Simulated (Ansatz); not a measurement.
# Electron scattering at the Σ3 (111) boundary in bcc Mo

Wanted: what the Σ3 (111) boundary in bcc Mo costs an interconnect.

Calculated with Ansatz 0.2.0; Ansatz plane-wave DFT, PBEsol, PAW files; relaxation of a bicrystal slab with its lowest layers held; PAW set soft_1, in the first sound run; inputs show where later runs differ.

Most raw output is cut from this account.

**1. Set-up**

The cell holds 21 atoms: 21 Mo. Cell: a = 4.451 Å, b = 4.451 Å, c = 30.078 Å, α = 90.0°, β = 90.0°, γ = 120.0°. It derives from Mo. built on the (1 1 1) plane; 2 overlapping atoms removed and the grains opened by 0 Å. Vacuum lies along c.

**2. Relaxing the bicrystal**

The boundary is built by mirroring the lower grain in the boundary plane and removing any atoms that overlap. A thin bicrystal slab is relaxed first, with the lowest layers held and the upper grain free to shift and open.

input.yaml reads:

```yaml
crystal:
  lattice:
    - [4.4505300808, 0.0, 0.0]
    - [-2.2252650404, 3.8542721103, 0.0]
    - [0.0, 0.0, 30.0776736206]
  atoms:
    - { symbol: Mo, position: [0.0, 0.0, 0.1662362609] }
    - { symbol: Mo, position: [0.3333333333, 0.6666666667, 0.1964400812] }
    - { symbol: Mo, position: [0.6666666667, 0.3333333333, 0.2266439015] }
    - { symbol: Mo, position: [0.0, 0.0, 0.2568477218] }
    - { symbol: Mo, position: [0.3333333333, 0.6666666667, 0.2870515421] }
    - { symbol: Mo, position: [0.6666666667, 0.3333333333, 0.3172553623] }
    - { symbol: Mo, position: [0.0, 0.0, 0.3474591826] }
    - { symbol: Mo, position: [0.3333333333, 0.6666666667, 0.3776630029] }
    - { symbol: Mo, position: [0.6666666667, 0.3333333333, 0.4078668232] }
    - { symbol: Mo, position: [0.0, 0.0, 0.4380706435] }
    - { symbol: Mo, position: [0.3333333333, 0.6666666667, 0.498478284] }
    - { symbol: Mo, position: [0.0, 0.0, 0.5286821043] }
    - { symbol: Mo, position: [0.6666666667, 0.3333333333, 0.5588859246] }
    - { symbol: Mo, position: [0.3333333333, 0.6666666667, 0.5890897449] }
    - { symbol: Mo, position: [0.0, 0.0, 0.6192935652] }
    - { symbol: Mo, position: [0.6666666667, 0.3333333333, 0.6494973855] }
    - { symbol: Mo, position: [0.3333333333, 0.6666666667, 0.6797012058] }
    - { symbol: Mo, position: [0.0, 0.0, 0.709905026] }
    - { symbol: Mo, position: [0.6666666667, 0.3333333333, 0.7401088463] }
    - { symbol: Mo, position: [0.3333333333, 0.6666666667, 0.7703126666] }
    - { symbol: Mo, position: [0.0, 0.0, 0.8005164869] }
kpoints:
  mp_grid: { grid: [6, 6, 1] }
hamiltonian:
  xc: pbesol
  pseudopotentials: { kind: paw, azcp: { folder: soft_1 }, xc_functional: pbe }
scf:
  occupations: { method: fermi_dirac, width: 0.1 }
relax:
  f_tol: 0.03
  max_steps: 80
  constraints: [{ sites: [0, 1, 2, 3] }]
```

Command:

```sh
$ ansatz run input.yaml --threads 4 --pin off --max-ram 15360MiB --backend cpu --events-out ev --progress --plain --runs-dir out
```

Elapsed: 2.9 min, on 4 threads of Arm Neoverse V1, shared host; peak memory 1.9 GiB.

The steps of the relaxation:

| step | energy less that of the first step (eV) | largest force component (eV/Å) |
| --- | --- | --- |
| 1 | 0.0000 | 2.3647 |
| 2 | -0.7079 | 0.9606 |
| 3 | -1.1653 | 0.5663 |
| 4 | -1.4581 | 0.4184 |
| 5 | -1.6855 | 0.3153 |
| 6 | -1.8474 | 0.1883 |
| 7 | -1.9268 | 0.1190 |
| 8 | -1.9318 | 0.0694 |
| 9 | -1.9329 | 0.0257 |
| 10 | -1.9329 | 0.0259 |

Forces are held to the 6 operations that the run works with; a distortion that breaks them can't arise in this run.

The atoms that moved most (Å):

| atom | dx | dy | dz | length |
| --- | --- | --- | --- | --- |
| Mo21 | 0.000 | 0.000 | -1.069 | 1.069 |
| Mo20 | 0.000 | 0.000 | -0.877 | 0.877 |
| Mo11 | 0.000 | 0.000 | -0.847 | 0.847 |
| Mo13 | 0.000 | 0.000 | -0.794 | 0.794 |
| Mo18 | 0.000 | 0.000 | -0.781 | 0.781 |
| Mo16 | 0.000 | 0.000 | -0.773 | 0.773 |
| Mo14 | 0.000 | 0.000 | -0.769 | 0.769 |
| Mo17 | 0.000 | 0.000 | -0.757 | 0.757 |

Final coordinates:

```cif
data_structure
_symmetry_space_group_name_H-M 'P 1'
_symmetry_Int_Tables_number 1
_cell_length_a 4.4505
_cell_length_b 4.4505
_cell_length_c 30.0777
_cell_angle_alpha 90.000
_cell_angle_beta 90.000
_cell_angle_gamma 120.000
_cell_volume 515.94
loop_
_atom_site_label
_atom_site_type_symbol
_atom_site_fract_x
_atom_site_fract_y
_atom_site_fract_z
_atom_site_occupancy
Mo1 Mo 0.00000 0.00000 0.16624 1
Mo2 Mo 0.33333 0.66667 0.19644 1
Mo3 Mo 0.66667 0.33333 0.22664 1
Mo4 Mo 0.00000 0.00000 0.25685 1
Mo5 Mo 0.33333 0.66667 0.28602 1
Mo6 Mo 0.66667 0.33333 0.31637 1
Mo7 Mo 0.00000 0.00000 0.34584 1
Mo8 Mo 0.33333 0.66667 0.37638 1
Mo9 Mo 0.66667 0.33333 0.40781 1
Mo10 Mo 0.00000 0.00000 0.42993 1
Mo11 Mo 0.33333 0.66667 0.47031 1
Mo12 Mo 0.00000 0.00000 0.51047 1
Mo13 Mo 0.66667 0.33333 0.53248 1
Mo14 Mo 0.33333 0.66667 0.56352 1
Mo15 Mo 0.00000 0.00000 0.59461 1
Mo16 Mo 0.66667 0.33333 0.62379 1
Mo17 Mo 0.33333 0.66667 0.65452 1
Mo18 Mo 0.00000 0.00000 0.68393 1
Mo19 Mo 0.66667 0.33333 0.71774 1
Mo20 Mo 0.33333 0.66667 0.74114 1
Mo21 Mo 0.00000 0.00000 0.76498 1
```

Numbers from this step:

| Property | Result |
| --- | --- |
| free energy | -102837.9681 eV |
| energy at zero smearing | -102837.6797 eV |
| Fermi energy | 11.85 eV |

The largest force component on a free atom ends at 0.026 eV/Å, under the tolerance of 0.03, after 10 steps.

**3. Transmission across the boundary**

Bulk layers of each grain are laid under and over the relaxed boundary, and a lead is named in the middle of each, away from the free faces. The mesh across the current, 16×16, is finer than the density's, because channels open and close sharply across the zone. Energies from -0.1 to 0.1 eV in steps of 0.05 eV are too few for the program's thermal sum, so it prints no conductance; for a metal the transmission near the Fermi level serves, at a fraction of the cost.

This step: Ansatz plane-wave DFT, PBEsol, PAW files; ballistic transport by layer matching (Landauer), zero bias; boundary relaxed in a short slab, bulk layers laid on; PAW set soft_1 (Ansatz 0.2.0).

System of this step: Σ3 (111) boundary in bcc Mo. The cell holds 47 atoms: 47 Mo. Cell: a = 4.451 Å, b = 4.451 Å, c = 49.924 Å, α = 90.0°, β = 90.0°, γ = 120.0°. It derives from Mo. Regions: lower grain, 19 atoms (19 Mo); boundary, 13 atoms (13 Mo); upper grain, 15 atoms (15 Mo). Vacuum lies along c.

input.yaml reads:

```yaml
crystal:
  lattice:
    - [4.4505300808, 0.0, 0.0]
    - [-2.2252650404, 3.8542721103, 0.0]
    - [0.0, 0.0, 49.9243467661]
  atoms:
    - { symbol: Mo, position: [-8.3333333333, -16.6666666667, 0.0801212286] }
    - { symbol: Mo, position: [-8.0, -16.0, 0.0983179744] }
    - { symbol: Mo, position: [-7.6666666667, -15.3333333333, 0.1165147203] }
    - { symbol: Mo, position: [-7.3333333333, -14.6666666667, 0.1347114661] }
    - { symbol: Mo, position: [-7.0, -14.0, 0.1529082119] }
    - { symbol: Mo, position: [-6.6666666667, -13.3333333333, 0.1711049577] }
    - { symbol: Mo, position: [-6.3333333333, -12.6666666667, 0.1893017036] }
    - { symbol: Mo, position: [-6.0, -12.0, 0.2074984494] }
[... 35 atom lines left out ...]
    - { symbol: Mo, position: [-6.3333333333, -12.6666666667, 0.8652885339] }
    - { symbol: Mo, position: [-6.6666666667, -13.3333333333, 0.8834852797] }
    - { symbol: Mo, position: [-7.0, -14.0, 0.9016820256] }
    - { symbol: Mo, position: [-7.3333333333, -14.6666666667, 0.9198787714] }
kpoints:
  mp_grid: { grid: [7, 7, 1] }
hamiltonian:
  xc: pbesol
  pseudopotentials: { kind: paw, azcp: { folder: soft_1 }, xc_functional: pbe }
scf:
  occupations: { method: fermi_dirac, width: 0.1 }
output:
  transmission:
    leads: [[10, 11], [38, 39]]
    kmesh: [16, 16]
    e_range: [-0.1, 0.1]
    de: 0.05
  write_potential: true
  write_density: true
  volumetric_format: npy
  elf: true
```

Wall time 7.4 min (4 threads); peak memory 6.9 GiB; 27 min of CPU time.

This step gave:

- free energy: -230172.7854 eV
- energy at zero smearing: -230172.2559 eV
- Fermi energy: 17.39 eV
- cell area: 17.15 Å²
- transmission per spin nearest the Fermi level: 1.359
- open channels per spin nearest the Fermi level: 2.633
- open channels per spin, upper lead: 2.633
- step of the lead's potential: 38.1 meV
- step of the upper lead's potential: 19.9 meV

Per spin. The transmission, zone mean by energy, zero at the Fermi level:

| energy (eV) | transmission, zone mean |
| --- | --- |
| -0.1000 | 1.45 |
| -0.0500 | 1.40 |
| 0.0000 | 1.36 |
| 0.0500 | 1.34 |
| 0.1000 | 1.40 |

Per spin. Table of open channels, zone mean, lead = upper lead by energy, zero at the Fermi level:

| energy (eV) | open channels, zone mean, lead = upper lead |
| --- | --- |
| -0.1000 | 2.75 |
| -0.0500 | 2.68 |
| 0.0000 | 2.63 |
| 0.0500 | 2.61 |
| 0.1000 | 2.77 |

Transmission over k1 and k2. At 0.0000 eV from the Fermi level.

Values, 16 rows by 16 columns:
```
2.44 2.58 2.72 1.44 0.10 0.10 1.44 2.72 2.58 2.44 2.67 1.18 0.00 0.00 1.18 2.67
2.62 2.72 3.09 2.64 0.40 0.01 0.40 2.64 3.09 2.72 2.62 1.18 0.57 0.00 0.57 1.18
1.32 1.44 2.64 2.91 1.00 0.73 0.73 1.00 2.91 2.64 1.44 1.32 0.00 0.00 0.00 0.00
0.00 0.10 0.40 1.00 1.04 1.07 1.06 1.07 1.04 1.00 0.40 0.10 0.00 0.00 0.57 0.00
1.32 0.10 0.01 0.73 1.07 1.21 1.21 1.21 1.21 1.07 0.73 0.01 0.10 1.32 1.18 1.18
2.62 1.44 0.40 0.73 1.06 1.21 1.22 1.22 1.22 1.21 1.06 0.73 0.40 1.44 2.62 2.67
2.44 2.72 2.64 1.00 1.07 1.21 1.22 1.21 1.21 1.22 1.21 1.07 1.00 2.64 2.72 2.44
2.55 2.58 3.09 2.91 1.04 1.21 1.22 1.21 1.21 1.21 1.22 1.21 1.04 2.91 3.09 2.58
2.44 2.44 2.72 2.64 1.00 1.07 1.21 1.22 1.21 1.21 1.22 1.21 1.07 1.00 2.64 2.72
2.62 2.67 2.62 1.44 0.40 0.73 1.06 1.21 1.22 1.22 1.22 1.21 1.06 0.73 0.40 1.44
1.32 1.18 1.18 1.32 0.10 0.01 0.73 1.07 1.21 1.21 1.21 1.21 1.07 0.73 0.01 0.10
0.00 0.00 0.57 0.00 0.00 0.10 0.40 1.00 1.04 1.07 1.06 1.07 1.04 1.00 0.40 0.10
1.32 0.00 0.00 0.00 0.00 1.32 1.44 2.64 2.91 1.00 0.73 0.73 1.00 2.91 2.64 1.44
2.62 1.18 0.57 0.00 0.57 1.18 2.62 2.72 3.09 2.64 0.40 0.01 0.40 2.64 3.09 2.72
2.44 2.67 1.18 0.00 0.00 1.18 2.67 2.44 2.58 2.72 1.44 0.10 0.10 1.44 2.72 2.58
2.55 2.44 2.62 1.32 0.00 1.32 2.62 2.44 2.55 2.44 2.62 1.32 0.00 1.32 2.62 2.44
```
Columns: k1 (b1) from -0.5 to 0.438; rows upwards: k2 (b2) from -0.5 to 0.438.

Open channels over k1 and k2. At 0.0000 eV from the Fermi level.

Ten even steps from '0' (0.00) to '9' (6.00):
```
6685115866650056
6898313898651015
3588533588530000
0135533355310010
3113333333311355
6533333333333566
6885333333335886
6698533333335896
6688533333333588
6665333333333335
3553113333333311
0010013553335531
3000035885335885
6510156898313898
6650056668511586
6663036666630366
```
Columns: k1 (b1) from -0.5 to 0.438; rows upwards: k2 (b2) from -0.5 to 0.438.

Electrostatic potential energy in the ca plane at fractional y = 0.000, with atoms of Mo within 0.2 Å of it. With pseudopotentials it is smooth inside the atoms' cores, unlike the true potential.

Ten even steps from '0' (-55 eV) to '9' (21 eV), each cell a mean:
```
00168851004897300268841015886200379999999999
33579974346898633589974347998533689999999999
87899998788999877899998789999877899999999999
99999999999999999999999999999999999999999999
99999999999999999999999999999999999999999999
99999999999999999999999999999999999999999999
99999999999999999999999999999999999999999999
99999999999999999999999999999999999999999999
88999999889999988999999889999988999999999999
65689986568999755789986568998755799999999999
11368862125897411379862126897311479999999999
00158850003786200168840004886100269999999999
```
Columns run along c (16.0 Å, from fractional 0.68 to 1.00 of the cell; values clipped at the 3rd and 97th percentile), rows up along a (4.5 Å). Atoms in or near the plane, at fractional coordinates: Mo at (0.68, 0.00), Mo at (0.74, 0.00), Mo at (0.79, 0.00), Mo at (0.85, 0.00), Mo at (0.90, 0.00).

Valence density in the ca plane at fractional y = 0.000, with atoms of Mo within 0.2 Å of it. It is the smooth field of the valence electrons, not physical close to the nuclei.

Ten even steps from '0' (0.0 e/Å³) to '9' (7.0 e/Å³), each cell a mean:
```
89620026973001488510027972001588410000000000
34200002431000134200012431000243100000000000
00000000000000000000000000000000000000000000
00000000000000000000000000000000000000000000
00000000000000000000000000000000000000000000
00000000000000000000000000000000000000000000
00000000000000000000000000000000000000000000
00000000000000000000000000000000000000000000
00000000000000000000000000000000000000000000
12100001210000012100001210000121000000000000
67410014752000366310015751001366300000000000
99720027984001599610038983001699510000000000
```
Columns run along c (16.0 Å, from fractional 0.68 to 1.00 of the cell), rows up along a (4.5 Å). Atoms in or near the plane, at fractional coordinates: Mo at (0.68, 0.00), Mo at (0.74, 0.00), Mo at (0.79, 0.00), Mo at (0.85, 0.00), Mo at (0.90, 0.00).

ELF in the ca plane at fractional y = 0.000, with atoms of Mo within 0.2 Å of it. It is the smooth field of the valence electrons, not physical close to the nuclei.

Values, 7 rows by 16 columns, each cell a mean:
```
0.65 0.35 0.48 0.59 0.29 0.59 0.48 0.34 0.64 0.38 0.45 0.62 0.26 0.32 0.11 0.01
0.32 0.36 0.31 0.31 0.39 0.31 0.31 0.37 0.32 0.34 0.31 0.32 0.34 0.26 0.07 0.00
0.39 0.35 0.36 0.38 0.36 0.38 0.37 0.35 0.39 0.35 0.34 0.39 0.23 0.11 0.03 0.00
0.34 0.30 0.30 0.33 0.30 0.33 0.31 0.29 0.34 0.30 0.28 0.32 0.15 0.07 0.03 0.00
0.37 0.39 0.37 0.37 0.39 0.37 0.37 0.39 0.37 0.38 0.35 0.38 0.29 0.14 0.04 0.00
0.41 0.33 0.32 0.37 0.35 0.37 0.32 0.34 0.41 0.32 0.32 0.40 0.31 0.30 0.08 0.01
0.62 0.38 0.52 0.60 0.30 0.60 0.53 0.38 0.62 0.42 0.50 0.62 0.27 0.32 0.11 0.01
```
Columns run along c (16.0 Å, from fractional 0.68 to 1.00 of the cell), rows up along a (4.5 Å). Atoms in or near the plane, at fractional coordinates: Mo at (0.68, 0.00), Mo at (0.74, 0.00), Mo at (0.79, 0.00), Mo at (0.85, 0.00), Mo at (0.90, 0.00).

Over the solved energies the transmission per spin lies between 1.34 and 1.45, out of 2.69 channels of the lead on average (up to 2.77). The log calls the step of a lead's potential too much.

**4. Specific resistance**

This step: Ansatz plane-wave DFT, PBEsol, PAW files; ballistic transport by layer matching (Landauer), zero bias; specific resistance of the boundary; PAW set soft_1 (Ansatz 0.2.0).

Numbers from this step:

```
area resistance                      : 0.7711 fΩ m²
T over the leads' mean channel count : 0.5164
```

Averaged over the energies near the Fermi level, 51.6 % of the channels pass, which makes 0.771 fΩ m².

By hand, with T and the leads' channels N averaged over the energies near the Fermi level: RA = A (h/2e²)(1/T − ½[1/N₁ + 1/N₂]) = 17.15×10⁻²⁰ m² × 12 906 Ω × (1/1.389 − ½[1/2.689 + 1/2.689]) = 0.771 fΩ m².

**5. Single-crystal slab for reference**

The free faces cost energy too. A single-crystal slab with the same faces and held layers is relaxed, so that they cancel.

This step: Ansatz plane-wave DFT, PBEsol, PAW files; relaxation of a single-crystal slab with its lowest layers held; PAW set soft_1 (Ansatz 0.2.0).

System of this step: Mo slab, plane (1, 1, 1). The cell holds 22 atoms: 22 Mo. Its edges and angles: a = 4.451 Å, b = 4.451 Å, c = 30.078 Å, α = 90.0°, β = 90.0°, γ = 120.0°. It derives from Mo. Vacuum lies along c.

input.yaml reads:

```yaml
crystal:
  lattice:
    - [4.4505300808, 0.0, 0.0]
    - [-2.2252650404, 3.8542721103, 0.0]
    - [0.0, 0.0, 30.0776736206]
  atoms:
    - { symbol: Mo, position: [0.0, 0.0, 0.1662362609] }
    - { symbol: Mo, position: [0.3333333333, 0.6666666667, 0.1964400812] }
    - { symbol: Mo, position: [0.6666666667, 0.3333333333, 0.2266439015] }
    - { symbol: Mo, position: [0.0, 0.0, 0.2568477218] }
    - { symbol: Mo, position: [0.3333333333, 0.6666666667, 0.2870515421] }
    - { symbol: Mo, position: [0.6666666667, 0.3333333333, 0.3172553623] }
    - { symbol: Mo, position: [0.0, 0.0, 0.3474591826] }
    - { symbol: Mo, position: [0.3333333333, 0.6666666667, 0.3776630029] }
    - { symbol: Mo, position: [0.6666666667, 0.3333333333, 0.4078668232] }
    - { symbol: Mo, position: [0.0, 0.0, 0.4380706435] }
    - { symbol: Mo, position: [0.3333333333, 0.6666666667, 0.4682744638] }
    - { symbol: Mo, position: [0.6666666667, 0.3333333333, 0.498478284] }
    - { symbol: Mo, position: [0.0, 0.0, 0.5286821043] }
    - { symbol: Mo, position: [0.3333333333, 0.6666666667, 0.5588859246] }
    - { symbol: Mo, position: [0.6666666667, 0.3333333333, 0.5890897449] }
    - { symbol: Mo, position: [0.0, 0.0, 0.6192935652] }
    - { symbol: Mo, position: [0.3333333333, 0.6666666667, 0.6494973855] }
    - { symbol: Mo, position: [0.6666666667, 0.3333333333, 0.6797012058] }
    - { symbol: Mo, position: [0.0, 0.0, 0.709905026] }
    - { symbol: Mo, position: [0.3333333333, 0.6666666667, 0.7401088463] }
    - { symbol: Mo, position: [0.6666666667, 0.3333333333, 0.7703126666] }
    - { symbol: Mo, position: [0.0, 0.0, 0.8005164869] }
kpoints:
  mp_grid: { grid: [6, 6, 1] }
hamiltonian:
  xc: pbesol
  pseudopotentials: { kind: paw, azcp: { folder: soft_1 }, xc_functional: pbe }
scf:
  occupations: { method: fermi_dirac, width: 0.1 }
relax:
  f_tol: 0.03
  max_steps: 80
  constraints: [{ sites: [0, 1, 2, 3] }]
```

Wall time 1.9 min (4 threads); peak memory 2 GiB; 7.5 min of CPU time.

Relaxation path:

| step | energy less that of the first step (eV) | largest force component (eV/Å) |
| --- | --- | --- |
| 1 | 0.0000 | 2.4349 |
| 2 | -0.4003 | 0.6270 |
| 3 | -0.4917 | 0.3484 |
| 4 | -0.4996 | 0.2839 |
| 5 | -0.5100 | 0.0627 |
| 6 | -0.5105 | 0.0267 |

The atoms that moved most (Å):

| atom | dx | dy | dz | length |
| --- | --- | --- | --- | --- |
| Mo22 | 0.000 | 0.000 | -0.447 | 0.447 |
| Mo21 | 0.000 | 0.000 | -0.251 | 0.251 |
| Mo19 | 0.000 | 0.000 | -0.154 | 0.154 |
| Mo17 | 0.000 | 0.000 | -0.135 | 0.135 |
| Mo16 | 0.000 | 0.000 | -0.133 | 0.133 |
| Mo15 | 0.000 | 0.000 | -0.128 | 0.128 |
| Mo18 | 0.000 | 0.000 | -0.120 | 0.120 |
| Mo14 | 0.000 | 0.000 | -0.111 | 0.111 |

The relaxed structure:

```cif
data_structure
_symmetry_space_group_name_H-M 'P 1'
_symmetry_Int_Tables_number 1
_cell_length_a 4.4505
_cell_length_b 4.4505
_cell_length_c 30.0777
_cell_angle_alpha 90.000
_cell_angle_beta 90.000
_cell_angle_gamma 120.000
_cell_volume 515.94
loop_
_atom_site_label
_atom_site_type_symbol
_atom_site_fract_x
_atom_site_fract_y
_atom_site_fract_z
_atom_site_occupancy
Mo1 Mo 0.00000 0.00000 0.16624 1
Mo2 Mo 0.33333 0.66667 0.19644 1
Mo3 Mo 0.66667 0.33333 0.22664 1
Mo4 Mo 0.00000 0.00000 0.25685 1
Mo5 Mo 0.33333 0.66667 0.28572 1
Mo6 Mo 0.66667 0.33333 0.31598 1
Mo7 Mo 0.00000 0.00000 0.34608 1
Mo8 Mo 0.33333 0.66667 0.37602 1
Mo9 Mo 0.66667 0.33333 0.40584 1
Mo10 Mo 0.00000 0.00000 0.43556 1
Mo11 Mo 0.33333 0.66667 0.46578 1
Mo12 Mo 0.66667 0.33333 0.49562 1
Mo13 Mo 0.00000 0.00000 0.52571 1
Mo14 Mo 0.33333 0.66667 0.55520 1
Mo15 Mo 0.66667 0.33333 0.58484 1
Mo16 Mo 0.00000 0.00000 0.61488 1
Mo17 Mo 0.33333 0.66667 0.64501 1
Mo18 Mo 0.66667 0.33333 0.67572 1
Mo19 Mo 0.00000 0.00000 0.70479 1
Mo20 Mo 0.33333 0.66667 0.73871 1
Mo21 Mo 0.66667 0.33333 0.76198 1
Mo22 Mo 0.00000 0.00000 0.78564 1
```

Numbers from this step:

```
free energy             : -107737.6294 eV
energy at zero smearing : -107737.3528 eV
Fermi energy            : 12.65 eV
```

The largest force component on a free atom ends at 0.027 eV/Å, under the tolerance of 0.03, after 6 steps.

**6. Bulk reference**

The perfect crystal gives the energy per atom, for the atoms by which bicrystal and slab differ.

This step: Ansatz plane-wave DFT, PBEsol, PAW files; bulk reference; PAW set soft_1 (Ansatz 0.2.0).

System of this step: Mo. The structure is cubic, space group Im-3m (No. 229). The conventional cell has a = 3.147 Å, b = 3.147 Å, c = 3.147 Å, α = 90.00°, β = 90.00°, γ = 90.00°. Mo has 8 Mo at 2.73 Å nearest.

input.yaml, the sections that differ from step 5:

```yaml
crystal:
  lattice:
    - [-1.5735, 1.5735, 1.5735]
    - [1.5735, -1.5735, 1.5735]
    - [1.5735, 1.5735, -1.5735]
  atoms:
    - { symbol: Mo, position: [0.0, 0.0, 0.0] }
kpoints:
  mp_grid: { grid: [19, 19, 19] }
# hamiltonian, scf: as in step 5
# relax: removed
```

Elapsed: 0.65 s, on 4 threads; peak memory 0.29 GiB.

This step gave:

```
free energy             : -4897.5093 eV
energy at zero smearing : -4897.4989 eV
Fermi energy            : 21.01 eV
```

**7. Boundary energy**

This step: Ansatz plane-wave DFT, PBEsol, PAW files; bicrystal less single-crystal slab less bulk atoms, a boundary area; PAW set soft_1 (Ansatz 0.2.0).

Numbers from this step:

```
excess energy of the cell : 2.174 eV
boundary energy           : 2.031 J/m²
```

The boundary costs 2.0 J/m².

By hand: 2.17 eV / 17.15 Å² × 16.02 = 2.03 J/m².

**8. Results**

| Quantity | Value |
| --- | --- |
| specific resistance of the boundary | 0.771 fΩ m² |
| share of channels that pass | 0.516 |
| boundary energy | 2.03 J/m² |

**Reading.** The boundary has a specific resistance of 0.77 fΩ m² and an energy of 2.0 J/m². The boundary reflects 48 % of the channels; 0.77 fΩ m² is 7.7×10⁻¹² Ω·cm². That equals the resistance of 14 nm of bulk Mo at 300 K (measured 5.52 µΩ cm, CRC Handbook of Chemistry and Physics, 84th ed., 2003, Electrical Resistivity of Pure Metals). One starting structure was relaxed; another shift or atom count at the boundary may lie lower. A lead's potential steps by up to 38 meV from period to period, which the log calls too much, so longer leads could move the result.

[Logs are printed without paths, hosts, clocks, repeated set-up lines and the standing remarks that a program may print on its own settings, such as how far it seeks lower states.]

[Hosts, paths, dates, database ids (printed as entryN), source tags and the programs' standing remarks are cut or masked in the printed files.]
